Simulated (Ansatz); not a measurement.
**Electron–phonon scattering in Ag-Zn-Zn-Ag stack of (100) layers**

Question: is the lattice of Ag-Zn-Zn-Ag stack of (100) layers stable, and if so, what are its coupling constant and resistivity?

Method: DFT PBEsol, scalar-relativistic, plane waves, PAW; PAW set soft_1, in Ansatz 0.2.0.

### 1. Set-up

The cell holds 4 atoms: 2 Ag and 2 Zn. Cell: a = 2.776 Å, b = 2.776 Å, c = 16.889 Å, α = 90.0°, β = 90.0°, γ = 90.0°. Vacuum lies along c.

### 2. Relaxation

Lattice constant and positions set the bands and the force constants, so the cell is relaxed first.

Input file input.yaml:

```yaml
crystal:
  lattice:
    - [2.77596, 0.0, 0.0]
    - [0.0, 2.77596, 0.0]
    - [0.0, 0.0, 16.8887]
  atoms:
    - { symbol: Ag, position: [0.0, 0.0, 0.32566162] }
    - { symbol: Zn, position: [0.5, 0.5, 0.44188721] }
    - { symbol: Zn, position: [0.0, 0.0, 0.55811279] }
    - { symbol: Ag, position: [0.5, 0.5, 0.67433838] }
  periodic: [true, true, false]
kpoints:
  mp_grid: { grid: [10, 10, 1] }
hamiltonian:
  xc: pbesol
  pseudopotentials: { kind: paw, azcp: { folder: soft_1 }, xc_functional: pbe }
scf:
  occupations: { method: gaussian, width: 0.1 }
output:
  forces: true
  stress: true
  eigenvalues: true
relax:
  adjacent_minimum: "off"
  f_tol: 0.005
  max_steps: 80
  cell: { stress_2d_tol: 0.02 }
```

The run is started by

```
$ ansatz run input.yaml --threads 4 --pin off --max-ram 12288MiB --backend cpu --events-out ev --progress --plain --runs-dir out
```

Numbers of over 12 decimals in the logs are rounded to 6 here.

The program printed:

```text
Warning: crystal.periodic: the lattice vector that does not repeat stood 0.000° off the slab's normal, 16.889 Å along it as the deck builds it. The run solves the slab on a vector along the normal, 35.577 Å long, with every atom where it was (on the deck's vector they left 11.00 Å outside them, and the widest stretch free of ions among them is 1.96 Å). A fractional position that the run reports is one of the run's ce [...]
crystal.periodic: the lattice vector that does not repeat stood 0.000° off the slab's normal, 16.889 Å along it as the deck builds it. The run solves the slab on a vector along the normal, 35.577 Å long, with every atom where it was (on the deck's vector they left 11.00 Å outside them, and the widest stretch free of ions among them is 1.96 Å). A fractional position that the run reports is one of the run's cell, which [...]
Engine: ansatz 0.2.0, aarch64-unknown-linux-gnu
Pseudopotentials: kind: paw
Pseudopotential: Ag, paw, valence charge 19, recommended cutoff 420 eV (normal), soft_1/Ag.paw.azcp
Pseudopotential: Zn, paw, valence charge 12, recommended cutoff 420 eV (normal), soft_1/Zn.paw.azcp
Functional definition: PBEsol
  exchange = pbesol_x
  correlation = pbesol_c
Crystal: 4 atoms, lattice volume = 274.158 Å³
Basis set: ecut = 420 eV, 5475 PW (Γ), exchange–correlation on 40×40×480 points (8 copies of the dense FFT grid, shifted against one another)
Bands: 38, of which v1, the nominal top of the filled ones, is band 31 counted from 1 (30 counted from 0)
Symmetry: 16 space group operations
Space group: P4/nmm (ITA 129), of the structure as read, at distance tolerance 6.5e-5 Å
k-points: 21 of 100
Non-local potential: Ag, projectors of the file, l = 0: 3, l = 1: 2, l = 2: 2, l = 3: 1
Non-local potential: Zn, projectors of the file, l = 0: 2, l = 1: 2, l = 2: 3, l = 3: 1
PAW form: soft (Blöchl's): semilocal exchange-correlation on the pseudo side does not see the compensation charge
PAW frozen core: Ag, regenerated for the run's functional, and the local potential with it (the file was generated under x = pbe(κ = 0.804, μ = 0.219515), c = pbe(β = 0.066725))
PAW frozen core: Zn, regenerated for the run's functional, and the local potential with it (the file was generated under x = pbe(κ = 0.804, μ = 0.219515), c = pbe(β = 0.066725))
PAW one-centre angular grid: Ag, 590 points (default); XC on 64 Gauss nodes
PAW one-centre angular grid: Zn, 590 points (default); XC on 64 Gauss nodes
Initial density: superposition of atomic densities (neutral atoms: chi_scale 0, normalization atom)
Initial wavefunctions: pseudopotential atomic-orbital guess
Functional: x = pbesol(κ = 0.804, μ = 0.123457), c = pbesol(β = 0.046)
SCF iter   1: F=—  HF=-21606.316519 eV  |F-HF|=—  |Δ(HF+E_count)|=         —  Δρ=3.28e-2  dr2=3.06e0  ethr=3.10e-3  ⟨swp⟩=16.2  Hψ=6305  notcnv=0  defer=6
preconditioner: auto → LDOS  [insulator: Δε(μ)=0.197 eV  Ē_g=9.417 eV  σ=0.100 eV  W_gap=0.84  n_scr=24 (ndim 8)  ℏωp=15.2 eV  f_vac=0.727  D(μ)=1.06/eV (n_scr^D=8)  ε∞_Penn≈3.6  β→1.0]
SCF iter   2: F=—  HF=-21607.285685 eV  |F-HF|=—  |Δ(HF+E_count)|=   9.69e-1  Δρ=5.22e-2  dr2=4.82e0  ethr=3.10e-3  ⟨swp⟩=3.6  Hψ=2304  notcnv=0  defer=48
SCF iter   3: F=—  HF=-21605.575017 eV  |F-HF|=—  |Δ(HF+E_count)|=    1.71e0  Δρ=1.41e-2  dr2=3.55e-1  ethr=3.10e-3  ⟨swp⟩=3.2  Hψ=2061  notcnv=0  defer=48
SCF iter   4: F=—  HF=-21605.491795 eV  |F-HF|=—  |Δ(HF+E_count)|=   8.32e-2  Δρ=4.24e-3  dr2=3.46e-2  ethr=5.72e-4  ⟨swp⟩=2.7  Hψ=1768  notcnv=0  defer=48
SCF iter   5: F=—  HF=-21605.481213 eV  |F-HF|=—  |Δ(HF+E_count)|=   1.06e-2  Δρ=5.67e-4  dr2=5.34e-4  ethr=5.58e-5  ⟨swp⟩=3.2  Hψ=1834  notcnv=0  defer=48
SCF iter   6: F=—  HF=-21605.481744 eV  |F-HF|=—  |Δ(HF+E_count)|=   5.31e-4  Δρ=2.61e-4  dr2=1.87e-4  ethr=8.61e-7  ⟨swp⟩=3.3  Hψ=1898  notcnv=0  defer=48
SCF iter   7: F=—  HF=-21605.481733 eV  |F-HF|=—  |Δ(HF+E_count)|=   1.11e-5  Δρ=9.77e-5  dr2=2.18e-5  ethr=3.01e-7  ⟨swp⟩=3.1  Hψ=1469  notcnv=0  defer=48
SCF iter   8: F=—  HF=-21605.481715 eV  |F-HF|=—  |Δ(HF+E_count)|=   1.81e-5  Δρ=2.62e-5  dr2=1.69e-6  ethr=3.52e-8  ⟨swp⟩=2.9  Hψ=1652  notcnv=0  defer=48
SCF iter   9: F=—  HF=-21605.481717 eV  |F-HF|=—  |Δ(HF+E_count)|=   2.04e-6  Δρ=8.23e-6  dr2=1.33e-7  ethr=2.73e-9  ⟨swp⟩=3.0  Hψ=1497  notcnv=0  defer=48
iter 10 did not close the SCF: its close was put off until two iterations running show no level that it waits for move by more than its bar (scf_convergence_deferred on its scf_iter line)
SCF iter  10: F=-21605.481717 eV  HF=-21605.481717 eV  |F-HF|=4.22e-9  |Δ(HF+E_count)|=   1.01e-7  Δρ=2.43e-6  dr2=1.74e-8  ethr=1.61e-10  ⟨swp⟩=18.4  Hψ=5177  notcnv=0
iter 11 did not close the SCF: its close was put off until two iterations running show no level that it waits for move by more than its bar (scf_convergence_deferred on its scf_iter line)
SCF iter  11: F=-21605.481717 eV  HF=-21605.481717 eV  |F-HF|=2.70e-9  |Δ(HF+E_count)|=   1.04e-8  Δρ=5.06e-7  dr2=1.19e-9  ethr=2.81e-11  ⟨swp⟩=5.1  Hψ=3456  notcnv=0
SCF iter  12: F=-21605.481717 eV  HF=-21605.481717 eV  |F-HF|=5.93e-10  |Δ(HF+E_count)|=   2.52e-9  Δρ=3.22e-7  dr2=3.96e-10  ethr=1.92e-12  ⟨swp⟩=4.2  Hψ=2961  notcnv=0
SCF 1 converged in 12 iterations: F = -21605.481717 eV  dr2 = 3.96e-10
  greatest PAW one-centre occupation: 1.001 electrons in one spin orbital (limit 2), on the Ag atom at site 3 (counted from 0), in its partial waves of l = 0
relax step   1: F+E_penalty+E_count = -21605.48171669 eV  Δ(F+E_penalty+E_count) = +0.000e0 eV  max|allowed force component| = 2.800e-1 eV/Å  Δτ_max = 0.0000 Å  P = -2.379 N/m  Ω = 274.158 Å³  fix = [c, alpha, beta]  reactions: c +0.000 N/m  (12 SCF iters, dr2 threshold 1.00e-7 eV, accepted)
Crystal: 4 atoms, lattice volume = 272.413 Å³
Basis set: ecut = 420 eV, 5443 PW (Γ), exchange–correlation on 40×40×480 points (8 copies of the dense FFT grid, shifted against one another)
Initial density: handed on by an earlier stage of this run
Initial wavefunctions: those handed on with the density
iter 1 solved again at ethr=1.24e-4 eV; its pass at ethr=3.10e-3 eV (dr2=7.66e-2 eV) is discarded
SCF iter   1: F=—  HF=-21605.578647 eV  |F-HF|=—  |Δ(HF+E_count)|=         —  Δρ=5.52e-3  dr2=7.77e-2  ethr=1.24e-4  ⟨swp⟩=3.0  Hψ=5926  notcnv=0
preconditioner: auto → LDOS  [insulator: Δε(μ)=0.123 eV  Ē_g=10.201 eV  σ=0.100 eV  W_gap=0.60  n_scr=24 (ndim 8)  ℏωp=15.3 eV  f_vac=0.736  D(μ)=1.10/eV (n_scr^D=8)  ε∞_Penn≈3.2  β→1.0]
SCF iter   2: F=—  HF=-21605.593703 eV  |F-HF|=—  |Δ(HF+E_count)|=   1.51e-2  Δρ=6.66e-3  dr2=1.63e-1  ethr=1.24e-4  ⟨swp⟩=3.1  Hψ=1841  notcnv=0
[...]
preconditioner: auto → LDOS  [insulator: Δε(μ)=0.123 eV  Ē_g=10.251 eV  σ=0.100 eV  W_gap=0.61  n_scr=24 (ndim 8)  ℏωp=15.2 eV  f_vac=0.736  D(μ)=1.17/eV (n_scr^D=8)  ε∞_Penn≈3.2  β→1.0]
SCF iter   2: F=—  HF=-21605.555966 eV  |F-HF|=—  |Δ(HF+E_count)|=   2.20e-5  Δρ=3.86e-4  dr2=3.31e-4  ethr=3.61e-7  ⟨swp⟩=2.6  Hψ=1553  notcnv=0
SCF iter   3: F=—  HF=-21605.555868 eV  |F-HF|=—  |Δ(HF+E_count)|=   9.77e-5  Δρ=5.78e-5  dr2=7.67e-6  ethr=3.61e-7  ⟨swp⟩=2.9  Hψ=1826  notcnv=0
SCF iter   4: F=—  HF=-21605.555851 eV  |F-HF|=—  |Δ(HF+E_count)|=   1.71e-5  Δρ=5.09e-5  dr2=4.11e-6  ethr=1.24e-8  ⟨swp⟩=3.2  Hψ=1815  notcnv=0
iter 5 did not close the SCF: its close was put off until two iterations running show no level that it waits for move by more than its bar (scf_convergence_deferred on its scf_iter line)
SCF iter   5: F=-21605.555850 eV  HF=-21605.555850 eV  |F-HF|=2.90e-7  |Δ(HF+E_count)|=   1.37e-6  Δρ=7.48e-6  dr2=6.26e-8  ethr=2.62e-10  ⟨swp⟩=10.5  Hψ=5994  notcnv=0
iter 6 did not close the SCF: its close was put off until two iterations running show no level that it waits for move by more than its bar (scf_convergence_deferred on its scf_iter line)
SCF iter   6: F=-21605.555850 eV  HF=-21605.555850 eV  |F-HF|=3.74e-9  |Δ(HF+E_count)|=   3.04e-7  Δρ=2.13e-6  dr2=1.45e-8  ethr=1.01e-10  ⟨swp⟩=5.4  Hψ=3625  notcnv=0
iter 7 did not close the SCF: its close was put off until two iterations running show no level that it waits for move by more than its bar (scf_convergence_deferred on its scf_iter line)
SCF iter   7: F=-21605.555850 eV  HF=-21605.555850 eV  |F-HF|=2.57e-9  |Δ(HF+E_count)|=   3.27e-9  Δρ=7.55e-7  dr2=6.02e-10  ethr=2.34e-11  ⟨swp⟩=4.5  Hψ=2968  notcnv=0
SCF iter   8: F=-21605.555850 eV  HF=-21605.555850 eV  |F-HF|=1.72e-9  |Δ(HF+E_count)|=  9.79e-10  Δρ=2.44e-7  dr2=4.94e-11  ethr=1.00e-12  ⟨swp⟩=2.6  Hψ=2823  notcnv=0
SCF 3 converged in 8 iterations: F = -21605.555850 eV  dr2 = 4.94e-11
relax step   3: F+E_penalty+E_count = -21605.55584993 eV  Δ(F+E_penalty+E_count) = -3.046e-4 eV  max|allowed force component| = 3.253e-3 eV/Å  Δτ_max = 0.0048 Å  P = -0.023 N/m  Ω = 273.267 Å³  energy of the carried Pulay correction = +1.269e-4 eV  fix = [c, alpha, beta]  reactions: c +0.000 N/m  (8 SCF iters, dr2 threshold 1.63e-7 eV, accepted)
[...]
relax step   4: F+E_penalty+E_count = -21605.55585640 eV  Δ(F+E_penalty+E_count) = -6.463e-6 eV  max|allowed force component| = 9.282e-4 eV/Å  Δτ_max = 0.0009 Å  P = +0.003 N/m  Ω = 273.245 Å³  energy of the carried Pulay correction = +1.302e-4 eV  fix = [c, alpha, beta]  reactions: c +0.000 N/m  (9 SCF iters, dr2 threshold 5.42e-10 eV, accepted)
Initial wavefunctions: pseudopotential atomic-orbital guess (no wavefunctions were taken with the density)
iter 1 solved again at ethr=4.06e-6 eV; its pass at ethr=3.10e-3 eV (dr2=2.52e-3 eV) is discarded
SCF iter   1: F=—  HF=-21605.555730 eV  |F-HF|=—  |Δ(HF+E_count)|=         —  Δρ=6.57e-6  dr2=1.06e-7  ethr=4.06e-6  ⟨swp⟩=4.6  Hψ=9213  notcnv=0
eigensolver tolerance schedule: the retry pair's looser diagonalisation over-reported the residual by 23834.03 of it (diagonalisation noise at an unbounded share of the residual, at the tolerance the schedule requests for it); recorded, not acted on — ethr = c·dr2/N_el stays at c = 1.0e-1
SCF iter   2: F=—  HF=-21605.555721 eV  |F-HF|=—  |Δ(HF+E_count)|=   8.98e-6  Δρ=7.55e-6  dr2=1.20e-7  ethr=1.71e-10  ⟨swp⟩=6.6  Hψ=3718  notcnv=0
SCF iter   3: F=—  HF=-21605.555721 eV  |F-HF|=—  |Δ(HF+E_count)|=   9.61e-9  Δρ=5.80e-6  dr2=6.72e-8  ethr=1.71e-10  ⟨swp⟩=2.5  Hψ=1389  notcnv=0
SCF iter   4: F=—  HF=-21605.555721 eV  |F-HF|=—  |Δ(HF+E_count)|=   1.19e-8  Δρ=1.23e-6  dr2=6.38e-9  ethr=1.08e-10  ⟨swp⟩=3.0  Hψ=1450  notcnv=0
SCF iter   5: F=—  HF=-21605.555721 eV  |F-HF|=—  |Δ(HF+E_count)|=  6.55e-11  Δρ=8.08e-7  dr2=1.86e-9  ethr=1.03e-11  ⟨swp⟩=3.0  Hψ=1754  notcnv=0
SCF iter   6: F=—  HF=-21605.555721 eV  |F-HF|=—  |Δ(HF+E_count)|=  3.78e-10  Δρ=2.18e-7  dr2=1.41e-10  ethr=2.99e-12  ⟨swp⟩=2.9  Hψ=1676  notcnv=0
SCF iter   7: F=—  HF=-21605.555721 eV  |F-HF|=—  |Δ(HF+E_count)|=   2.10e-9  Δρ=6.41e-8  dr2=1.16e-11  ethr=1.00e-12  ⟨swp⟩=1.8  Hψ=1050  notcnv=0
SCF iter   8: F=-21605.555721 eV  HF=-21605.555721 eV  |F-HF|=1.42e-10  |Δ(HF+E_count)|=  6.62e-10  Δρ=1.43e-8  dr2=9.75e-13  ethr=1.00e-12  ⟨swp⟩=14.0  Hψ=6845  notcnv=0
SCF 5 converged in 8 iterations: F = -21605.555721 eV  dr2 = 9.75e-13
relax step   5: F+E_penalty+E_count = -21605.55572123 eV  Δ(F+E_penalty+E_count) = +1.352e-4 eV  max|allowed force component| = 9.008e-4 eV/Å  Δτ_max = 0.0000 Å  P = +0.006 N/m  Ω = 273.245 Å³  fix = [c, alpha, beta]  reactions: c +0.000 N/m  stress off target by 6.34e-3 N/m on what of the cell is left free  SCF on the basis re-selected at this cell (its energy is not comparable with the rows above)  (8 SCF iters)
basis re-selected at this cell: Δ(F+E_penalty+E_count) = +1.352e-4 eV, ΔP = +0.004 N/m vs the last step (what re-selecting the basis moved, of the pressure what is left beyond the Pulay correction that the steps carried, after the strain that the cell walked since its last selection, with what the two solves' SCF thresholds leave and, on support functions, any second-order correction that the steps lacked; it is no m [...]
SCF converged after 8 iterations
Free energy (F): -21605.555721 eV
Harris-Foulkes:  -21605.555721 eV  (|F-HF|=1.42e-10)
Internal energy: -21605.549816 eV  (E = F + TS)
E sigma→0 (E₀):  -21605.552768 eV
Entropy (-TS):   -0.005906 eV (-1.476 meV/atom)
Fermi energy:    -4.461970 eV
--- Per-component energies (eV) ---
  E_band       = -1579.238253
  E_kinetic    = 1231.838708
  E_local      = -291424.408736  (includes V_loc(G=0)·N_el)
  E_nonlocal   = 1705.372796
  E_hartree    = 144623.132637
  E_xc         = -471.991359
  E_vxc        = -504.890728  (∫ρ·V_xc dr)
  E_paw        = -11492.109263  (= ΣΔE_a)
  E_vpaw       = -1833.415877  (= ΣTr[D̂ρ^β])
  E_aug_tail   = 0.000201  (compensation charges beyond the density's cutoff)
  E_ewald      = 134220.375009
  E_core_change = 2.240192  (= ΣΔE_core)
  E_smearing   = -0.005906  (= −TS)
  E_closure    = -0.000000  (closes the sum)
  Σ components = -21605.555721   (vs F -21605.555721, Δ=0.00e0)
--- Forces (eV/Å), atoms counted from 1 ---
  atom   1  Ag     0.00000000     0.00000000     0.00032103
  atom   2  Zn     0.00000000     0.00000000    -0.00090077
  atom   3  Zn     0.00000000     0.00000000     0.00090077
  atom   4  Ag     0.00000000     0.00000000    -0.00032103
  max |Σ_I F_I| component: 5.42e-20 eV/Å
--- 2D stress c σ (N/m, compression-positive) ---
        0.006341       0.000000       0.000000
        0.000000       0.006341       0.000000
        0.000000       0.000000       0.000000
  P = ½ c Tr σ = 0.0063 N/m
--- Band table (eV; the first three rows and the last of 21) ---
  k-point 0: bands = [... 27 lower, -8.3304, -7.9883, -7.8099, -7.8094, -5.5981, -3.8354, -0.2626 (-0.2762°), -0.0687 (-0.1110°), ... 3 higher]
  k-point 1: bands = [... 27 lower, -8.3187, -7.9024, -7.9009, -7.8395, -5.2983, -3.4769, -0.0784 (-0.0911°), 0.1327 (0.0891°), ... 3 higher]
  k-point 2: bands = [... 27 lower, -8.2877, -8.1356, -8.1302, -7.3874, -4.5469, -2.5469, -0.3967 (-0.3967°), 0.4789 (0.4683°), ... 3 higher]
  k-point 20: bands = [... 27 lower, -7.0737, -4.3165, -4.3165, -1.9135, -1.9135, -1.4090, -1.4090, 1.3856, ... 3 higher]
  ° read free of the cell's end (the report's vacuum.weakly_bound_levels)
--- Relaxed structure (4 steps of the walk, 4 accepted, 1 SCFs on fresh bases) ---
  F+E_penalty+E_count = -21605.55572123 eV   max|allowed force component| = 9.008e-4 eV/Å   (the final SCF, on the basis selected at the relaxed cell)
  cell:  # Å, volume = 273.2447 Å³
    - [2.771333, 0, 0.0]
    - [0, 2.771333, 0.0]
    - [0.0, 0.0, 35.577394393224]
  atoms:
    - { symbol: Ag, position: [0, 0, 0.158914] }
    - { symbol: Zn, position: [0.5, 0.5, 0.212033] }
    - { symbol: Zn, position: [0, 0, 0.262670] }
    - { symbol: Ag, position: [0.5, 0.5, 0.315789] }
```

The job ended after 26 s (4 threads of Arm Neoverse V2, shared host; peak memory 0.7 GiB).

The steps of the relaxation:

```
step  energy less that of the first step (eV)  largest force component (eV/Å)  volume (Å³)
   1                                   0.0000                          0.2800       274.16
   2                                  -0.0738                          0.0300       272.41
   3                                  -0.0741                          0.0033       273.27
   4                                  -0.0741                          0.0009       273.24
  5*                                  -0.0740                          0.0009       273.24
```

Relaxation steps marked * repeat the geometry before them on a plane-wave basis chosen anew for their cell, so energy and pressure can jump there.

Forces are held to the 16 operations that the run works with; a distortion that breaks them can't arise in this run.

```
cell as run  before  after  change
      a (Å)   2.776  2.771  -0.2 %
      b (Å)   2.776  2.771  -0.2 %
```

The atoms that moved most (Å, along periodic axes as changes of fractional coordinates times the final cell, across vacuum about the mean position):

```csv
atom,dx,dy,dz,length
Ag4,0.000,0.000,-0.154,0.154
Ag1,0.000,0.000,0.154,0.154
Zn2,0.000,0.000,0.081,0.081
Zn3,0.000,0.000,-0.081,0.081
```

Final coordinates:

```xyz
4
Lattice="2.7713 0.0000 0.0000 0.0000 2.7713 0.0000 0.0000 0.0000 35.5774" Properties=species:S:1:pos:R:3
Ag    0.0000    0.0000    5.6538
Zn    1.3857    1.3857    7.5436
Zn    0.0000    0.0000    9.3451
Ag    1.3857    1.3857   11.2349
```

This step gave:

- metallic on mesh: yes
- gap on the k-mesh: 0 eV

The relaxation ends with a largest force component of 9.0e-4 eV/Å.

### 3. Tight relaxation

Residual forces and stress shift phonon frequencies, so the cell is relaxed again, with tight thresholds and the mesh and smearing of this input.

input.yaml, the sections that differ from step 2:

```yaml
crystal:
  lattice:
    - [2.7713333807, 0.0, 0.0]
    - [0.0, 2.7713333807, 0.0]
    - [0.0, 0.0, 35.5773943932]
  atoms:
    - { symbol: Ag, position: [0.0, 0.0, 0.1589142651] }
    - { symbol: Zn, position: [0.5, 0.5, 0.2120328749] }
    - { symbol: Zn, position: [0.0, 0.0, 0.2626702418] }
    - { symbol: Ag, position: [0.5, 0.5, 0.3157888516] }
  periodic: [true, true, false]
kpoints:
  mp_grid: { grid: [9, 9, 1] }
scf:
  occupations: { method: methfessel_paxton, width: 0.2 }
relax:
  adjacent_minimum: "off"
  f_tol: 0.001
  max_steps: 60
  cell: { stress_2d_tol: 0.002 }
# hamiltonian, output: as in step 2
```

The program printed:

```text
[the first part of the log is left out]
  E_ewald      = 134466.668291
  E_core_change = 2.240192  (= ΣΔE_core)
  E_smearing   = 0.002417  (= −TS)
  E_closure    = -0.000000  (closes the sum)
  Σ components = -21605.552102   (vs F -21605.552102, Δ=0.00e0)
--- Forces (eV/Å), atoms counted from 1 ---
  atom   1  Ag     0.00000000     0.00000000     0.00000186
  atom   2  Zn     0.00000000     0.00000000     0.00012817
  atom   3  Zn     0.00000000     0.00000000    -0.00012817
  atom   4  Ag     0.00000000     0.00000000    -0.00000186
[...]
P = ½ c Tr σ = 0.0003 N/m
--- Band table (eV; the first three rows and the last of 15) ---
[...]
° read free of the cell's end (the report's vacuum.weakly_bound_levels)
--- Relaxed structure (5 steps of the walk, 5 accepted, 1 SCFs on fresh bases) ---
[...]
cell:  # Å, volume = 272.2484 Å³
    - [2.766276, 0, 0.0]
    - [0, 2.766276, 0.0]
    - [0.0, 0.0, 35.5773943932]
  atoms:
    - { symbol: Ag, position: [0, 0, 0.158580] }
    - { symbol: Zn, position: [0.5, 0.5, 0.211723] }
    - { symbol: Zn, position: [0, 0, 0.262980] }
    - { symbol: Ag, position: [0.5, 0.5, 0.316123] }
```

Run time: 21 s. Hardware: 4 threads; peak memory 0.69 GiB; 79 s of CPU time.

The steps of the relaxation:

| step | energy less that of the first step (eV) | largest force component (eV/Å) | volume (Å³) |
| --- | --- | --- | --- |
| 1 | 0.0000 | 0.0782 | 273.24 |
| 2 | -0.0011 | 0.0204 | 272.26 |
| 3 | -0.0012 | 0.0042 | 272.21 |
| 4 | -0.0012 | 0.0012 | 272.22 |
| 5 | -0.0012 | 0.0001 | 272.25 |
| 6 | -0.0010 | 0.0001 | 272.25 |

The log counts 1 steps on a newly chosen plane-wave basis, not all of them marked here; energy and pressure can jump at such steps.

```
cell as run  before  after  change
      a (Å)   2.771  2.766  -0.2 %
      b (Å)   2.771  2.766  -0.2 %
```

The atoms that moved most (Å, along periodic axes as changes of fractional coordinates times the final cell, across vacuum about the mean position):

```csv
atom,dx,dy,dz,length
Ag4,0.000,0.000,0.012,0.012
Ag1,0.000,0.000,-0.012,0.012
Zn2,0.000,0.000,-0.011,0.011
Zn3,0.000,0.000,0.011,0.011
```

The relaxed structure:

```xyz
4
Lattice="2.7663 0.0000 0.0000 0.0000 2.7663 0.0000 0.0000 0.0000 35.5774" Properties=species:S:1:pos:R:3
Ag    0.0000    0.0000    5.6419
Zn    1.3831    1.3831    7.5325
Zn    0.0000    0.0000    9.3562
Ag    1.3831    1.3831   11.2468
```

The relaxation ends with a largest force component of 1.3e-4 eV/Å.

(Part 1 of 4 ends here.)

[Logs are printed without paths, hosts, clocks, repeated set-up lines and the standing remarks that a program may print on its own settings, such as how far it seeks lower states.]

[Hosts, paths, dates, database ids (printed as entryN), source tags and the programs' standing remarks are cut or masked in the printed files.]
